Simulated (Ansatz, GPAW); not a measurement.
# HgS (110), 5 units: work function by functional and basis

Aim: the work function of both faces of HgS (110), 5 units, and its spread over functionals and bases. Where a layer proves gapped, the work function hangs on where the smearing puts the Fermi level, and the band edges take its place.

Main program and level: GPAW 26.7.0 and Ansatz 0.2.0; Ansatz plane waves; layer without images along its normal, relaxation of atoms and in-plane cell; PAW set soft_1, in the first sound run; inputs show where later runs differ.

### Step 1. Starting point

The cell holds 10 atoms: 5 Hg and 5 S. Cell: a = 4.137 Å, b = 5.850 Å, c = 24.273 Å, α = 90.0°, β = 90.0°, γ = 90.0°. It derives from HgS (zincblende HgS). Vacuum lies along c.

### Step 2. Relaxation

The atoms are relaxed first, since the surface dipole, and with it the work function, follows the positions of the outer layers.

The input, input.yaml:

```yaml
crystal:
  lattice:
    - [4.13657467, 0.0, 0.0]
    - [0.0, 5.85, 0.0]
    - [0.0, 0.0, 24.2731493399]
  atoms:
    - { symbol: Hg, position: [0.5, 0.5, 0.329582284] }
    - { symbol: S, position: [0.0, 0.75, 0.329582284] }
    - { symbol: Hg, position: [0.0, 0.0, 0.414791142] }
    - { symbol: S, position: [0.5, 0.25, 0.414791142] }
    - { symbol: Hg, position: [0.5, 0.5, 0.5] }
    - { symbol: S, position: [0.0, 0.75, 0.5] }
    - { symbol: Hg, position: [0.0, 0.0, 0.585208858] }
    - { symbol: S, position: [0.5, 0.25, 0.585208858] }
    - { symbol: Hg, position: [0.5, 0.5, 0.670417716] }
    - { symbol: S, position: [0.0, 0.75, 0.670417716] }
  periodic: [true, true, false]
kpoints:
  mp_grid: { grid: [7, 5, 1] }
hamiltonian:
  xc: pbe
  pseudopotentials: { kind: paw, azcp: { folder: soft_1 } }
scf:
  occupations: { method: fermi_dirac, width: 0.05 }
relax:
  f_tol: 0.01
  max_steps: 90
  cell: {}
```

Started as:

```sh
$ ansatz run input.yaml --threads 4 --pin off --max-ram 8192MiB --backend cpu --events-out ev --progress --plain --runs-dir out
```

Numbers of over 12 decimals in the logs are rounded to 6 here.

The program printed:

```text
Warning: crystal.periodic: the lattice vector that does not repeat stood 0.000° off the slab's normal, 24.273 Å along it as the deck builds it. The run solves the slab on a vector along the normal, 40.346 Å long, with every atom where it was (on the deck's vector they left 16.00 Å outside them, and the widest stretch free of ions among them is 2.07 Å). A fractional position that the run reports is one of the run's ce [...]
crystal.periodic: the lattice vector that does not repeat stood 0.000° off the slab's normal, 24.273 Å along it as the deck builds it. The run solves the slab on a vector along the normal, 40.346 Å long, with every atom where it was (on the deck's vector they left 16.00 Å outside them, and the widest stretch free of ions among them is 2.07 Å). A fractional position that the run reports is one of the run's cell, which [...]
Engine: ansatz 0.2.0, x86_64-unknown-linux-gnu
Pseudopotentials: kind: paw
Pseudopotential: Hg, paw, valence charge 20, recommended cutoff 420 eV (normal), soft_1/Hg.paw.azcp
Pseudopotential: S, paw, valence charge 6, recommended cutoff 420 eV (normal), soft_1/S.paw.azcp
Functional definition: PBE
  parameter kappa = 0.804
  parameter beta = 0.066725
  exchange = pbe_x(kappa = kappa, mu = beta*pi^2/3)
  correlation = pbe_c(beta = beta)
Crystal: 10 atoms, lattice volume = 976.339 Å³
Basis set: ecut = 420 eV, 18981 PW (Γ), exchange–correlation on 60×80×540 points (8 copies of the dense FFT grid, shifted against one another)
Bands: 78, of which v1, the nominal top of the filled ones, is band 65 counted from 1 (64 counted from 0)
Symmetry: 4 space group operations
Space group: Pmm2 (ITA 25), of the structure as read, at distance tolerance 9.9e-5 Å
k-points: 12 of 35 (time reversal used)
Non-local potential: Hg, projectors of the file, l = 0: 3, l = 1: 2, l = 2: 2, l = 3: 1
Non-local potential: S, projectors of the file, l = 0: 2, l = 1: 2, l = 2: 1
PAW form: soft (Blöchl's): semilocal exchange-correlation on the pseudo side does not see the compensation charge
PAW one-centre angular grid: Hg, 590 points (default); XC on 64 Gauss nodes
PAW one-centre angular grid: S, 110 points (default); XC on 64 Gauss nodes
Initial density: superposition of atomic densities (neutral atoms: chi_scale 0, normalization atom)
Initial wavefunctions: pseudopotential atomic-orbital guess
Functional: x = pbe(κ = 0.804, μ = 0.219515), c = pbe(β = 0.066725)
SCF iter   1: F=—  HF=-73590.993122 eV  |F-HF|=—  |Δ(HF+E_count)|=         —  Δρ=2.15e-2  dr2=9.59e0  ethr=3.10e-3  ⟨swp⟩=13.8  Hψ=5939  notcnv=0  defer=24
preconditioner: auto → Resta (q_TF=auto, 1.950 Å⁻¹)  ε∞=2.4  [insulator: Δε(μ)=0.345 eV  Ē_g=9.536 eV  σ=0.050 eV  W_gap=0.94  n_scr=124 (ndim 8)  ℏωp=11.3 eV  f_vac=0.715  D(μ)=0.07/eV (n_scr^D=0)  ε∞_Penn≈2.4  vacuum switching on, ρ_ref=6.6e-3 e/Å³]
SCF iter   2: F=—  HF=-73588.227091 eV  |F-HF|=—  |Δ(HF+E_count)|=    2.77e0  Δρ=7.91e-3  dr2=3.95e-1  ethr=3.10e-3  ⟨swp⟩=3.8  Hψ=1915  notcnv=0  defer=84
preconditioner: auto → LDOS  [insulator: Δε(μ)=0.232 eV  Ē_g=9.865 eV  σ=0.050 eV  W_gap=0.82  n_scr=124 (ndim 8)  ℏωp=11.3 eV  f_vac=0.715  D(μ)=0.20/eV (n_scr^D=2)  ε∞_Penn≈2.3  β→1.0]
SCF iter   3: F=—  HF=-73588.138750 eV  |F-HF|=—  |Δ(HF+E_count)|=   8.83e-2  Δρ=2.33e-3  dr2=7.60e-2  ethr=3.04e-4  ⟨swp⟩=4.5  Hψ=2404  notcnv=0  defer=71
SCF iter   4: F=—  HF=-73588.127767 eV  |F-HF|=—  |Δ(HF+E_count)|=   1.10e-2  Δρ=1.02e-3  dr2=2.05e-2  ethr=5.85e-5  ⟨swp⟩=3.2  Hψ=1757  notcnv=0  defer=71
SCF iter   5: F=—  HF=-73588.122761 eV  |F-HF|=—  |Δ(HF+E_count)|=   5.01e-3  Δρ=1.99e-4  dr2=4.55e-4  ethr=1.58e-5  ⟨swp⟩=3.0  Hψ=1634  notcnv=0  defer=71
SCF iter   6: F=—  HF=-73588.122746 eV  |F-HF|=—  |Δ(HF+E_count)|=   1.46e-5  Δρ=7.27e-5  dr2=6.92e-5  ethr=3.50e-7  ⟨swp⟩=3.2  Hψ=1995  notcnv=0  defer=71
SCF iter   7: F=—  HF=-73588.122970 eV  |F-HF|=—  |Δ(HF+E_count)|=   2.24e-4  Δρ=2.59e-5  dr2=1.11e-5  ethr=5.32e-8  ⟨swp⟩=2.9  Hψ=1679  notcnv=0  defer=71
SCF iter   8: F=—  HF=-73588.122971 eV  |F-HF|=—  |Δ(HF+E_count)|=   6.27e-7  Δρ=7.49e-6  dr2=3.71e-7  ethr=8.56e-9  ⟨swp⟩=3.1  Hψ=1633  notcnv=0  defer=71
SCF iter   9: F=-73588.122972 eV  HF=-73588.122972 eV  |F-HF|=1.90e-8  |Δ(HF+E_count)|=   5.89e-7  Δρ=2.41e-6  dr2=7.81e-8  ethr=7.69e-11  ⟨swp⟩=7.0  Hψ=4306  notcnv=0
SCF 1 converged in 9 iterations: F = -73588.122972 eV  dr2 = 7.81e-8
  greatest PAW one-centre occupation: 1.000 electrons in one spin orbital (limit 2), on the Hg atom at site 6 (counted from 0), in its partial waves of l = 0
relax step   1: F+E_penalty+E_count = -73588.12297158 eV  Δ(F+E_penalty+E_count) = +0.000e0 eV  max|allowed force component| = 9.354e-1 eV/Å  Δτ_max = 0.0000 Å  P = +2.308 N/m  Ω = 976.339 Å³  fix = [c, alpha, beta]  reactions: c +0.000 N/m  (9 SCF iters, dr2 threshold 1.00e-7 eV, accepted)
Crystal: 10 atoms, lattice volume = 995.771 Å³
Basis set: ecut = 420 eV, 19331 PW (Γ), exchange–correlation on 60×80×540 points (8 copies of the dense FFT grid, shifted against one another)
Initial density: handed on by an earlier stage of this run
Initial wavefunctions: those handed on with the density
iter 1 solved again at ethr=2.17e-4 eV; its pass at ethr=3.10e-3 eV (dr2=2.82e-1 eV) is discarded
SCF iter   1: F=—  HF=-73588.879283 eV  |F-HF|=—  |Δ(HF+E_count)|=         —  Δρ=4.76e-3  dr2=2.83e-1  ethr=2.17e-4  ⟨swp⟩=5.8  Hψ=5657  notcnv=0  defer=2
preconditioner: auto → Resta (q_TF=auto, 1.943 Å⁻¹)  ε∞=2.3  [insulator: Δε(μ)=0.421 eV  Ē_g=9.803 eV  σ=0.050 eV  W_gap=0.97  n_scr=132 (ndim 8)  ℏωp=11.2 eV  f_vac=0.719  D(μ)=0.03/eV (n_scr^D=0)  ε∞_Penn≈2.3  vacuum switching on, ρ_ref=7.0e-3 e/Å³]
SCF iter   2: F=—  HF=-73588.815002 eV  |F-HF|=—  |Δ(HF+E_count)|=   6.43e-2  Δρ=2.51e-3  dr2=4.56e-2  ethr=2.17e-4  ⟨swp⟩=4.2  Hψ=1699  notcnv=0
SCF iter   3: F=—  HF=-73588.813134 eV  |F-HF|=—  |Δ(HF+E_count)|=   1.87e-3  Δρ=1.16e-3  dr2=1.69e-2  ethr=3.51e-5  ⟨swp⟩=3.2  Hψ=1763  notcnv=0  defer=7
SCF iter   4: F=—  HF=-73588.811349 eV  |F-HF|=—  |Δ(HF+E_count)|=   1.78e-3  Δρ=4.79e-4  dr2=3.05e-3  ethr=1.30e-5  ⟨swp⟩=2.6  Hψ=1255  notcnv=0  defer=6
SCF iter   5: F=—  HF=-73588.811217 eV  |F-HF|=—  |Δ(HF+E_count)|=   1.32e-4  Δρ=1.15e-4  dr2=2.08e-4  ethr=2.35e-6  ⟨swp⟩=2.6  Hψ=1366  notcnv=0  defer=9
SCF iter   6: F=—  HF=-73588.811355 eV  |F-HF|=—  |Δ(HF+E_count)|=   1.39e-4  Δρ=4.50e-5  dr2=2.43e-5  ethr=1.60e-7  ⟨swp⟩=2.9  Hψ=1648  notcnv=0  defer=11
SCF iter   7: F=—  HF=-73588.811366 eV  |F-HF|=—  |Δ(HF+E_count)|=   1.04e-5  Δρ=1.74e-5  dr2=3.96e-6  ethr=1.87e-8  ⟨swp⟩=3.2  Hψ=1820  notcnv=0  defer=11
[...]
SCF 3 converged in 7 iterations: F = -73589.041738 eV  dr2 = 5.51e-7
  greatest PAW one-centre occupation: 1.000 electrons in one spin orbital (limit 2), on the Hg atom at site 8 (counted from 0), in its partial waves of l = 0
relax step   3: F+E_penalty+E_count = -73589.04173765 eV  Δ(F+E_penalty+E_count) = -2.304e-1 eV  max|allowed force component| = 1.733e-1 eV/Å  Δτ_max = 0.1995 Å  P = +0.065 N/m  Ω = 1010.318 Å³  energy of the carried Pulay correction = -1.955e-3 eV  fix = [c, alpha, beta]  reactions: c +0.000 N/m  (7 SCF iters, dr2 threshold 1.00e-6 eV, accepted)
[...]
relax step   4: F+E_penalty+E_count = -73589.05399040 eV  Δ(F+E_penalty+E_count) = -1.225e-2 eV  max|allowed force component| = 2.160e-1 eV/Å  Δτ_max = 0.1219 Å  P = -0.003 N/m  Ω = 1013.937 Å³  energy of the carried Pulay correction = -2.159e-3 eV  fix = [c, alpha, beta]  reactions: c -0.000 N/m  (7 SCF iters, dr2 threshold 1.00e-6 eV, accepted)
[...]
relax step   5: F+E_penalty+E_count = -73589.07109657 eV  Δ(F+E_penalty+E_count) = -1.711e-2 eV  max|allowed force component| = 4.937e-2 eV/Å  Δτ_max = 0.0788 Å  P = +0.035 N/m  Ω = 1020.998 Å³  energy of the carried Pulay correction = -2.556e-3 eV  fix = [c, alpha, beta]  reactions: c +0.000 N/m  (7 SCF iters, dr2 threshold 1.00e-6 eV, accepted)
[...]
relax step   6: F+E_penalty+E_count = -73589.07237900 eV  Δ(F+E_penalty+E_count) = -1.282e-3 eV  max|allowed force component| = 1.814e-2 eV/Å  Δτ_max = 0.0114 Å  P = +0.007 N/m  Ω = 1021.059 Å³  energy of the carried Pulay correction = -2.559e-3 eV  fix = [c, alpha, beta]  reactions: c +0.000 N/m  (6 SCF iters, dr2 threshold 1.52e-7 eV, accepted)
[...]
relax step   7: F+E_penalty+E_count = -73589.07256111 eV  Δ(F+E_penalty+E_count) = -1.821e-4 eV  max|allowed force component| = 3.545e-3 eV/Å  Δτ_max = 0.0071 Å  P = -0.005 N/m  Ω = 1021.262 Å³  energy of the carried Pulay correction = -2.570e-3 eV  fix = [c, alpha, beta]  reactions: c -0.000 N/m  (7 SCF iters, dr2 threshold 2.06e-8 eV, accepted)
Basis set: ecut = 420 eV, 19861 PW (Γ), exchange–correlation on 60×90×540 points (8 copies of the dense FFT grid, shifted against one another)
Initial wavefunctions: pseudopotential atomic-orbital guess (no wavefunctions were taken with the density)
iter 1 solved again at ethr=5.09e-7 eV; its pass at ethr=3.10e-3 eV (dr2=6.62e-4 eV) is discarded
SCF iter   1: F=—  HF=-73589.064398 eV  |F-HF|=—  |Δ(HF+E_count)|=         —  Δρ=1.38e-4  dr2=7.94e-6  ethr=5.09e-7  ⟨swp⟩=6.3  Hψ=10011  notcnv=0
preconditioner: auto → Resta (q_TF=auto, 1.935 Å⁻¹)  ε∞=2.3  [insulator: Δε(μ)=0.503 eV  Ē_g=9.792 eV  σ=0.050 eV  W_gap=0.99  n_scr=132 (ndim 8)  ℏωp=11.0 eV  f_vac=0.725  D(μ)=0.02/eV (n_scr^D=0)  ε∞_Penn≈2.3  vacuum switching on, ρ_ref=7.0e-3 e/Å³]
SCF iter   2: F=—  HF=-73589.071442 eV  |F-HF|=—  |Δ(HF+E_count)|=   7.04e-3  Δρ=6.90e-5  dr2=1.93e-6  ethr=6.11e-9  ⟨swp⟩=4.3  Hψ=2683  notcnv=0
SCF iter   3: F=—  HF=-73589.074826 eV  |F-HF|=—  |Δ(HF+E_count)|=   3.38e-3  Δρ=1.25e-5  dr2=8.71e-7  ethr=1.48e-9  ⟨swp⟩=3.8  Hψ=2102  notcnv=0  defer=2
SCF iter   4: F=—  HF=-73589.075016 eV  |F-HF|=—  |Δ(HF+E_count)|=   1.90e-4  Δρ=3.90e-6  dr2=1.46e-7  ethr=6.70e-10  ⟨swp⟩=3.7  Hψ=1683  notcnv=0  defer=3
SCF iter   5: F=—  HF=-73589.075045 eV  |F-HF|=—  |Δ(HF+E_count)|=   2.89e-5  Δρ=1.14e-6  dr2=4.16e-9  ethr=1.12e-10  ⟨swp⟩=2.4  Hψ=1352  notcnv=0  defer=8
SCF iter   6: F=—  HF=-73589.075050 eV  |F-HF|=—  |Δ(HF+E_count)|=   5.23e-6  Δρ=3.16e-7  dr2=7.38e-10  ethr=3.20e-12  ⟨swp⟩=3.8  Hψ=2027  notcnv=0  defer=8
SCF iter   7: F=—  HF=-73589.075051 eV  |F-HF|=—  |Δ(HF+E_count)|=   6.90e-7  Δρ=9.33e-8  dr2=2.10e-10  ethr=1.00e-12  ⟨swp⟩=2.8  Hψ=1330  notcnv=0  defer=8
SCF iter   8: F=-73589.075051 eV  HF=-73589.075051 eV  |F-HF|=2.34e-8  |Δ(HF+E_count)|=   5.41e-9  Δρ=3.11e-8  dr2=1.43e-11  ethr=1.00e-12  ⟨swp⟩=8.5  Hψ=5871  notcnv=0
SCF 8 converged in 8 iterations: F = -73589.075051 eV  dr2 = 1.43e-11
relax step   8: F+E_penalty+E_count = -73589.07505093 eV  Δ(F+E_penalty+E_count) = -2.490e-3 eV  max|allowed force component| = 3.506e-3 eV/Å  Δτ_max = 0.0000 Å  P = -0.009 N/m  Ω = 1021.262 Å³  fix = [c, alpha, beta]  reactions: c -0.000 N/m  stress off target by 1.91e-2 N/m on what of the cell is left free  SCF on the basis re-selected at this cell (its energy is not comparable with the rows above)  (8 SCF iters)
basis re-selected at this cell: Δ(F+E_penalty+E_count) = -2.490e-3 eV, ΔP = -0.003 N/m vs the last step (what re-selecting the basis moved, of the pressure what is left beyond the Pulay correction that the steps carried, after the strain that the cell walked since its last selection, with what the two solves' SCF thresholds leave and, on support functions, any second-order correction that the steps lacked; it is no measure of the basis error at this ecutwfc). The dense FFT grid was sized anew with the basis: this SCF ran on 30×45×270 points, the steps before it on 30×40×270, so part of this shift can come from that change (see relax.cell in the input reference). [rest of the remark cut]
SCF converged after 8 iterations
Free energy (F): -73589.075051 eV
Harris-Foulkes:  -73589.075051 eV  (|F-HF|=2.34e-8)
Internal energy: -73589.074814 eV  (E = F + TS)
E sigma→0 (E₀):  -73589.074932 eV
Entropy (-TS):   -0.000237 eV (-0.024 meV/atom)
Fermi energy:    -5.316675 eV
--- Per-component energies (eV) ---
  E_band       = -4241.297964
  E_kinetic    = 3392.512194
  E_local      = -427297.985772  (includes V_loc(G=0)·N_el)
  E_nonlocal   = 586.479609
  E_hartree    = 211524.083121
  E_xc         = -1488.999030
  E_vxc        = -1651.564715  (∫ρ·V_xc dr)
  E_paw        = -52825.859054  (= ΣΔE_a)
  E_vpaw       = -2318.906902  (= ΣTr[D̂ρ^β])
  E_aug_tail   = 0.002384  (compensation charges beyond the density's cutoff)
  E_ewald      = 192520.691734
  E_smearing   = -0.000237  (= −TS)
  E_closure    = -0.000000  (closes the sum)
  Σ components = -73589.075051   (vs F -73589.075051, Δ=0.00e0)
--- Forces (eV/Å), atoms counted from 1 ---
  atom   1  Hg    -0.00000000     0.00284881    -0.00169514
  atom   2  S     -0.00000000    -0.00022171     0.00127152
  atom   3  Hg    -0.00000000    -0.00148295    -0.00158178
  atom   4  S      0.00000000    -0.00228914     0.00350592
  atom   5  Hg    -0.00000000    -0.00032384    -0.00000000
  atom   6  S      0.00000000     0.00261351     0.00000000
  atom   7  Hg    -0.00000000    -0.00148295     0.00158178
  atom   8  S      0.00000000    -0.00228914    -0.00350592
  atom   9  Hg    -0.00000000     0.00284881     0.00169514
  atom  10  S     -0.00000000    -0.00022171    -0.00127152
  max |Σ_I F_I| component: 2.97e-7 eV/Å
--- 2D stress c σ (N/m, compression-positive) ---
       -0.019149      -0.000000      -0.000000
       -0.000000       0.001784      -0.000000
       -0.000000      -0.000000      -0.000000
  P = ½ c Tr σ = -0.0087 N/m
--- Relaxed structure (7 steps of the walk, 7 accepted, 1 SCFs on fresh bases) ---
  F+E_penalty+E_count = -73589.07505093 eV   max|allowed force component| = 3.506e-3 eV/Å   (the final SCF, on the basis selected at the relaxed cell)
  cell:  # Å, volume = 1021.2616 Å³
    - [4.209896, 1.9146691570177356e-17, 0]
    - [2.7077510892735203e-17, 6.012595, 0]
    - [0, 0, 40.346299]
  atoms:
    - { symbol: Hg, position: [0.500000, 0.548273, 0.208018] }
    - { symbol: S, position: [2.1729643396374627e-18, 0.745009, 0.192099] }
    - { symbol: Hg, position: [-2.3188994218165318e-18, -0.020311, 0.244995] }
    - { symbol: S, position: [0.500000, 0.232206, 0.249212] }
    - { symbol: Hg, position: [0.500000, 0.494797, 0.300810] }
    - { symbol: S, position: [-1.2132973514273192e-18, 0.744848, 0.300810] }
    - { symbol: Hg, position: [-7.248273298687697e-18, -0.020311, 0.356626] }
    - { symbol: S, position: [0.500000, 0.232206, 0.352408] }
    - { symbol: Hg, position: [0.500000, 0.548273, 0.393602] }
    - { symbol: S, position: [-4.523692050419028e-18, 0.745009, 0.409521] }
```

The job ended after 81 s (4 threads of Intel Xeon 6975P-C (Granite Rapids), shared host; peak memory 2.2 GiB; 4.8 min of CPU time).

The steps of the relaxation:

```
step  energy less that of the first step (eV)  largest force component (eV/Å)  volume (Å³)
   1                                   0.0000                          0.9354       976.34
   2                                  -0.6884                          0.4642       995.77
   3                                  -0.9188                          0.1733      1010.32
   4                                  -0.9310                          0.2160      1013.94
   5                                  -0.9481                          0.0494      1021.00
   6                                  -0.9494                          0.0181      1021.06
   7                                  -0.9496                          0.0035      1021.26
  8*                                  -0.9521                          0.0035      1021.26
```

Relaxation steps marked * repeat the geometry before them on a plane-wave basis chosen anew for their cell, so energy and pressure can jump there.

The run keeps the 4 symmetry operations that it works with, so distortions that break them were not tested.

```
cell as run  before  after  change
      a (Å)   4.137  4.210  +1.8 %
      b (Å)   5.850  6.013  +2.8 %
```

The atoms that moved most (Å, along periodic axes as changes of fractional coordinates times the final cell, across vacuum about the mean position):

```
atom     dx      dy      dz  length
 Hg9  0.000   0.290  -0.393   0.488
 Hg1  0.000   0.290   0.393   0.488
  S2  0.000  -0.030  -0.250   0.251
 S10  0.000  -0.030   0.250   0.251
 Hg7  0.000  -0.122   0.184   0.221
 Hg3  0.000  -0.122  -0.184   0.221
  S8  0.000  -0.107   0.014   0.108
  S4  0.000  -0.107  -0.014   0.108
```

Numbers from this step:

| Property | Result |
| --- | --- |
| free energy | -73589.0751 eV |
| gap by band count | 0.5037 eV |
| symmetry operations | 4 |

The relaxation lowered the energy of the cell by 0.952 eV.

(Continued in part 2 of 3.)

[Logs are printed without paths, hosts, clocks, repeated set-up lines and the standing remarks that a program may print on its own settings, such as how far it seeks lower states.]

[Hosts, paths, dates, database ids (printed as entryN), source tags and the programs' standing remarks are cut or masked in the printed files.]
